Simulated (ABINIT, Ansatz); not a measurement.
# Quasiparticle gap of CsPbI2Br (P4/mmm) in ABINIT

Aim: the G0W0 gap of CsPbI2Br (P4/mmm) on PBE, step by step.

Method: PBE and many-body steps on it, plane waves, in ABINIT 10.8.3.

This is a report of a sequence of runs, with most program output left out.

## (1) Starting point

The structure is tetragonal, space group P4/mmm (No. 123). The conventional cell has a = 6.375 Å, b = 6.375 Å, c = 5.962 Å, α = 90.00°, β = 90.00°, γ = 90.00°. Nearest to Cs lie 8 I at 4.36 Å and 4 Br at 4.51 Å. Nearest to Pb lie 2 Br at 2.98 Å and 4 I at 3.19 Å. I has 2 Pb at 3.19 Å and 4 Cs at 4.36 Å nearest. Br has 2 Pb at 2.98 Å and 4 Cs at 4.51 Å nearest. Farther neighbours and most contacts between anions are not listed.

Structure file:

```cif
data_structure
_symmetry_space_group_name_H-M 'P4/mmm'
_symmetry_Int_Tables_number 123
_cell_length_a 6.3753
_cell_length_b 6.3753
_cell_length_c 5.9622
_cell_angle_alpha 90.000
_cell_angle_beta 90.000
_cell_angle_gamma 90.000
_cell_volume 242.33
loop_
_atom_site_label
_atom_site_type_symbol
_atom_site_symmetry_multiplicity
_atom_site_Wyckoff_symbol
_atom_site_fract_x
_atom_site_fract_y
_atom_site_fract_z
_atom_site_occupancy
Cs1 Cs 1 d 0.50000 0.50000 0.50000 1
Pb1 Pb 1 a 0.00000 0.00000 0.00000 1
I1 I 2 f 0.00000 0.50000 0.00000 1
Br1 Br 1 b 0.00000 0.00000 0.50000 1
```

The cell and positions are those that the Materials Project relaxed with its own functionals (PBE, PBE+U or r2SCAN), kept fixed. Spin-orbit coupling is left out unless a step names it.

## (2) Ground state

This step: ABINIT 10.8.3; DFT, PBE, plane waves, norm-conserving pseudopotentials.

The ground-state density comes first.

run.abi reads:

```
acell 3*1.0 Angstrom
rprim 
  6.375296000000 0.000000000000 0.000000000000
  0.000000000000 6.375296000000 0.000000000000
  0.000000000000 0.000000000000 5.962220000000
ntypat 4
znucl 55 82 53 35
natom 5
typat 1 2 3 3 4
xred 
  0.500000000000 0.500000000000 0.500000000000
  0.000000000000 0.000000000000 0.000000000000
  0.000000000000 0.500000000000 0.000000000000
  0.500000000000 0.000000000000 0.000000000000
  0.000000000000 0.000000000000 0.500000000000
pp_dirpath "pseudos"
pseudos "Cs.upf, Pb.upf, I.upf, Br.upf"
ecut 34
ngkpt 4 4 4
nshiftk 1
shiftk 0 0 0
kptopt 1
chksymbreak 0
nband 55
occopt 1
tolvrs 1e-10
nstep 60
prtwf 0
optforces 0
optstress 0
indata_prefix "in"
outdata_prefix "out"
tmpdata_prefix "tmp"
```

Command:

```sh
$ OMP_NUM_THREADS=1 mpirun -n 8 abinit run.abi > log
```

Run time: 2.6 min. Hardware: 8 MPI ranks of Intel Xeon 6975P-C (Granite Rapids), shared host; peak memory 1.3 GiB.

Numbers from this step:

- total energy: -27042.3811 eV
- gap: 1.485 eV
- k of the valence top: 0.5, 0.5, 0.5
- k of the conduction bottom: 0.5, 0.5, 0.5
- least direct gap: 1.485 eV

The gap is direct, at (0.500, 0.500, 0.500).

## (3) Bands along the symmetry lines

The cheap functional maps the bands first; the places of the edges decide which points the dearer methods must see.

run.abi reads:

```
acell 3*1.0 Angstrom
rprim 
  6.375296000000 0.000000000000 0.000000000000
  0.000000000000 6.375296000000 0.000000000000
  0.000000000000 0.000000000000 5.962220000000
ntypat 4
znucl 55 82 53 35
natom 5
typat 1 2 3 3 4
xred 
  0.500000000000 0.500000000000 0.500000000000
  0.000000000000 0.000000000000 0.000000000000
  0.000000000000 0.500000000000 0.000000000000
  0.500000000000 0.000000000000 0.000000000000
  0.000000000000 0.000000000000 0.500000000000
pp_dirpath "pseudos"
pseudos "Cs.upf, Pb.upf, I.upf, Br.upf"
ecut 34
iscf -2
irdden 1
kptopt 0
nkpt 75
kpt 
  0.00000000 0.00000000 0.00000000
  0.00000000 0.06250000 0.00000000
  0.00000000 0.12500000 0.00000000
  0.00000000 0.18750000 0.00000000
  0.00000000 0.25000000 0.00000000
  0.00000000 0.31250000 0.00000000
  0.00000000 0.37500000 0.00000000
  0.00000000 0.43750000 0.00000000
  0.00000000 0.50000000 0.00000000
  0.06250000 0.50000000 0.00000000
  0.12500000 0.50000000 0.00000000
  0.18750000 0.50000000 0.00000000
  0.25000000 0.50000000 0.00000000
  0.31250000 0.50000000 0.00000000
  0.37500000 0.50000000 0.00000000
  0.43750000 0.50000000 0.00000000
  0.50000000 0.50000000 0.00000000
  0.43750000 0.43750000 0.00000000
  0.37500000 0.37500000 0.00000000
  0.31250000 0.31250000 0.00000000
  0.25000000 0.25000000 0.00000000
  0.18750000 0.18750000 0.00000000
  0.12500000 0.12500000 0.00000000
  0.06250000 0.06250000 0.00000000
  0.00000000 0.00000000 0.00000000
  0.00000000 0.00000000 0.06250000
  0.00000000 0.00000000 0.12500000
  0.00000000 0.00000000 0.18750000
  0.00000000 0.00000000 0.25000000
  0.00000000 0.00000000 0.31250000
  0.00000000 0.00000000 0.37500000
  0.00000000 0.00000000 0.43750000
  0.00000000 0.00000000 0.50000000
  0.00000000 0.06250000 0.50000000
  0.00000000 0.12500000 0.50000000
  0.00000000 0.18750000 0.50000000
  0.00000000 0.25000000 0.50000000
  0.00000000 0.31250000 0.50000000
  0.00000000 0.37500000 0.50000000
  0.00000000 0.43750000 0.50000000
  0.00000000 0.50000000 0.50000000
  0.06250000 0.50000000 0.50000000
  0.12500000 0.50000000 0.50000000
  0.18750000 0.50000000 0.50000000
  0.25000000 0.50000000 0.50000000
  0.31250000 0.50000000 0.50000000
  0.37500000 0.50000000 0.50000000
  0.43750000 0.50000000 0.50000000
  0.50000000 0.50000000 0.50000000
  0.43750000 0.43750000 0.50000000
  0.37500000 0.37500000 0.50000000
  0.31250000 0.31250000 0.50000000
  0.25000000 0.25000000 0.50000000
  0.18750000 0.18750000 0.50000000
  0.12500000 0.12500000 0.50000000
  0.06250000 0.06250000 0.50000000
  0.00000000 0.00000000 0.50000000
  0.00000000 0.50000000 0.00000000
  0.00000000 0.50000000 0.06250000
  0.00000000 0.50000000 0.12500000
  0.00000000 0.50000000 0.18750000
  0.00000000 0.50000000 0.25000000
  0.00000000 0.50000000 0.31250000
  0.00000000 0.50000000 0.37500000
  0.00000000 0.50000000 0.43750000
  0.00000000 0.50000000 0.50000000
  0.50000000 0.50000000 0.00000000
  0.50000000 0.50000000 0.06250000
  0.50000000 0.50000000 0.12500000
  0.50000000 0.50000000 0.18750000
  0.50000000 0.50000000 0.25000000
  0.50000000 0.50000000 0.31250000
  0.50000000 0.50000000 0.37500000
  0.50000000 0.50000000 0.43750000
  0.50000000 0.50000000 0.50000000
istwfk *1
nband 56
nbdbuf 2
tolwfr 1e-08
nstep 40
prtwf 0
prtvol 0
indata_prefix "in"
outdata_prefix "out"
tmpdata_prefix "tmp"
```

Wall time 4.1 min (8 MPI ranks); peak memory 1.8 GiB; 33 min of CPU time.

This step gave:

* gap: 1.485 eV
* k of the valence top: 0.5, 0.5, 0.5
* k of the conduction bottom: 0.5, 0.5, 0.5
* least direct gap: 1.485 eV

The gap is 1.485 eV, as in the run before at this level.

The electronic bands at the labelled points (eV, zero at the top of the highest filled band):

```tsv
point	band 46	band 47	band 48	band 49	band 50	band 51	band 52	band 53
Γ	-1.31	-1.30	-1.27	-1.27	3.16	4.06	4.46	4.66
halfway	-1.39	-1.39	-1.34	-1.31	3.67	3.87	4.44	4.72
X	-1.53	-1.47	-1.36	-0.94	2.27	4.43	5.00	5.01
halfway	-1.50	-1.45	-1.12	-0.86	2.11	3.56	4.80	4.95
M	-1.53	-1.42	-0.89	-0.50	1.93	1.93	4.80	5.31
halfway	-1.42	-1.41	-1.36	-1.13	3.67	3.69	4.16	4.66
Γ	-1.31	-1.30	-1.27	-1.27	3.16	4.06	4.46	4.66
halfway	-1.43	-1.40	-1.32	-1.32	3.78	4.17	4.50	4.89
Z	-1.50	-1.36	-1.36	-1.16	2.56	4.89	4.90	5.18
halfway	-1.49	-1.43	-1.24	-0.99	2.36	3.56	4.91	5.09
R	-1.66	-1.63	-1.03	-0.50	1.90	2.15	4.82	5.15
halfway	-1.27	-1.15	-1.01	-0.42	1.71	1.92	3.26	4.59
A	-1.00	-1.00	-0.86	0.00	1.48	1.48	1.66	4.20
halfway	-1.37	-1.17	-1.15	-0.94	2.14	3.38	3.40	4.79
Z	-1.50	-1.36	-1.36	-1.16	2.56	4.89	4.90	5.18
jump to X	-1.53	-1.47	-1.36	-0.94	2.27	4.43	5.00	5.01
halfway	-1.59	-1.43	-1.20	-0.84	2.09	3.76	4.84	4.94
R	-1.66	-1.63	-1.03	-0.50	1.90	2.15	4.82	5.15
jump to M	-1.53	-1.42	-0.89	-0.50	1.93	1.93	4.80	5.31
halfway	-1.23	-1.23	-0.87	-0.40	1.72	1.72	3.29	4.69
A	-1.00	-1.00	-0.86	0.00	1.48	1.48	1.66	4.20
```

## (4) Empty states on the mesh, 2×2×2 mesh, 235 bands

The sums over transitions need many empty states on a uniform mesh; this step solves for them.

run.abi reads:

```
acell 3*1.0 Angstrom
rprim 
  6.375296000000 0.000000000000 0.000000000000
  0.000000000000 6.375296000000 0.000000000000
  0.000000000000 0.000000000000 5.962220000000
ntypat 4
znucl 55 82 53 35
natom 5
typat 1 2 3 3 4
xred 
  0.500000000000 0.500000000000 0.500000000000
  0.000000000000 0.000000000000 0.000000000000
  0.000000000000 0.500000000000 0.000000000000
  0.500000000000 0.000000000000 0.000000000000
  0.000000000000 0.000000000000 0.500000000000
pp_dirpath "pseudos"
pseudos "Cs.upf, Pb.upf, I.upf, Br.upf"
ecut 34
ngkpt 2 2 2
nshiftk 1
shiftk 0 0 0
kptopt 1
chksymbreak 0
iscf -2
irdden 1
istwfk *1
nband 235
nbdbuf 20
tolwfr 1e-09
nstep 60
prtvol 0
indata_prefix "in"
outdata_prefix "out"
tmpdata_prefix "tmp"
```

Run time: 3.8 min. Hardware: 8 MPI ranks; peak memory 1.1 GiB.

This step gave:

- gap: 1.485 eV
- k of the valence top: 0.5, 0.5, 0.5
- k of the conduction bottom: 0.5, 0.5, 0.5
- least direct gap: 1.485 eV
- k points computed: 6
- lowest point of the top converged band, above the valence top: 39.59 eV

On this mesh the gap is 1.485 eV.

## (5) Screening, 2×2×2 mesh, 215 bands, screening to 98 eV

The RPA dielectric matrix is built and inverted for each q.

This step: RPA screening on PBE, plane waves, norm-conserving pseudopotentials.

run.abi: that of step 4 with these lines changed.

```diff
@@ -23,10 +23,11 @@
 chksymbreak 0
-iscf -2
-irdden 1
 istwfk *1
-nband 235
-nbdbuf 20
-tolwfr 1e-09
-nstep 60
-prtvol 0
+occopt 1
+irdwfk 1
+optdriver 3
+nband 215
+ecuteps 3.6
+inclvkb 2
+awtr 1
+symchi 1
 indata_prefix "in"
```

It took 2.7 min on 8 MPI ranks; peak memory 6.7 GiB.

Numbers from this step:

- ε∞ with local fields, on this mesh, along the program's q direction: 9.831
- the same without local fields: 11.19
- plasma frequency: 23.61 eV
- plane waves in the screening matrix: 537

Local fields lower ε∞ by 12 %. On a Γ-centred mesh this coarse the value itself is usually too large, while a short band sum pulls it down.

## (6) Self-energy, 2×2×2 mesh, 215 bands, screening to 98 eV

The self-energy is evaluated for the states that the input lists, and the levels follow from it, in one-shot runs by the linearised quasiparticle equation.

This step: G0W0 on PBE, plane waves, norm-conserving pseudopotentials.

run.abi: that of step 5 with these lines changed.

```diff
@@ -26,8 +26,17 @@
 irdwfk 1
-optdriver 3
+optdriver 4
 nband 215
+gwcalctyp 0
+ecutsigx 34
+symsigma 1
+nkptgw 2
+kptgw 
+  0.5000000000 0.5000000000 0.5000000000
+  0.0000000000 0.0000000000 0.0000000000
+bdgw 
+  48 51
+  48 51
 ecuteps 3.6
-inclvkb 2
-awtr 1
-symchi 1
+irdscr 1
+ppmodel 1
 indata_prefix "in"
```

It took 19 s on 8 MPI ranks; peak memory 3.9 GiB.

This step gave:

```
G0W0 gap on the points computed              : 2.536 eV
starting gap on the mesh                     : 1.485 eV
k of the valence top                         : 0.5, 0.5, 0.5
k of the conduction bottom                   : 0.5, 0.5, 0.5
Z at the valence top                         : 0.8
Z at the conduction bottom                   : 0.812
least direct G0W0 gap on the computed points : 2.536 eV
```

The gap on the mesh goes from 1.48 eV to 2.54 eV, a correction of +1.05 eV.

Limits: finite bands, cutoff and mesh; no spin-orbit coupling; coarse k mesh. v1 is the top filled band, c1 the lowest empty one. The levels before and after the correction (eV, zero at the valence-band top of each column):

```tsv
	conduction bottom	valence top
Kohn-Sham	1.48	0.00
G0W0	2.54	0.00
```

```tsv
	level	energy (eV)
Kohn-Sham	(0.5 0.5 0.5) v2	-0.863
Kohn-Sham	(0.5 0.5 0.5) v1	0.000
Kohn-Sham	(0.5 0.5 0.5) c1-c2	1.485
G0W0	(0.5 0.5 0.5) v2	-1.001
G0W0	(0.5 0.5 0.5) v1	0.000
G0W0	(0.5 0.5 0.5) c1-c2	2.536
```

## (7) Where the time went

Times are wall times on 8 MPI ranks of Intel Xeon 6975P-C (Granite Rapids), shared host, good to a factor of about two.

```tsv
step	time	share	memory (GiB)
ground state	2.6 min	19 %	1.3
bands along the symmetry lines	4.1 min	30 %	1.8
empty states on the mesh	3.8 min	28 %	1.1
screening	2.7 min	20 %	6.7
self-energy	19 s	2 %	3.9
```

## (8) Outcome

```yaml
pbe_gap: 1.48 eV, direct
g0w0_gap_on_the_mesh: 2.54 eV
gw_settings: 2×2×2 mesh, 215 bands, screening to 98 eV, Godby-Needs plasmon pole
known_limits: not at the basis limit; no spin-orbit coupling; coarse k mesh
```

**Reading.** G0W0 moves the gap on the mesh from 1.48 eV to 2.54 eV (+1.05 eV), with Z of 0.80 and 0.81 at the edges. Local fields lower the RPA ε∞ on this mesh from 11.19 to 9.83; a Γ-centred mesh this coarse tends to raise both, most where the direct gap is narrow, while a short band sum lowers them. Only 2 of the mesh's irreducible points were corrected, so a valley elsewhere could overtake. Bands and cutoff are finite, so the gap is not at the basis limit. The miss can reach some tenths of an eV and take either sign; the mesh is an error of its own. In the G0W0 run levels were corrected at 2 k points alone, so a gap called «on the mesh» is the least over those, and an edge elsewhere would be missed. The 2×2×2 mesh is coarse for this cell, which bears on the long-range parts of exchange and screening. Where an edge is built on 6p states of lead, bismuth or thallium, scalar-relativistic gaps usually stand too wide, by a few tenths to over one eV. The many-body steps are scalar-relativistic: spin-orbit coupling is not in them.

[Paths, hosts, dates, memory and timing lines, banners, echoed tables and standing remarks are left out of the program output.]

[Logs are printed without paths, hosts, clocks, repeated set-up lines and the standing remarks that a program may print on its own settings, such as how far it seeks lower states.]

[Runs of the session that timed out or met a known fault of the program may be left out.]

[Hosts, paths, dates, database ids (printed as entryN), source tags and the programs' standing remarks are cut or masked in the printed files.]

[G0W0 gaps are taken among the corrected bands and points alone; a level outside them can change the order at an edge.]

[Where Ansatz stands beside ABINIT at settings called matched, ABINIT's density can come from a denser mesh and the files from another edition; pairs whose starting gaps differed by over 0.03 eV were left out, so agreement reads better than it is.]
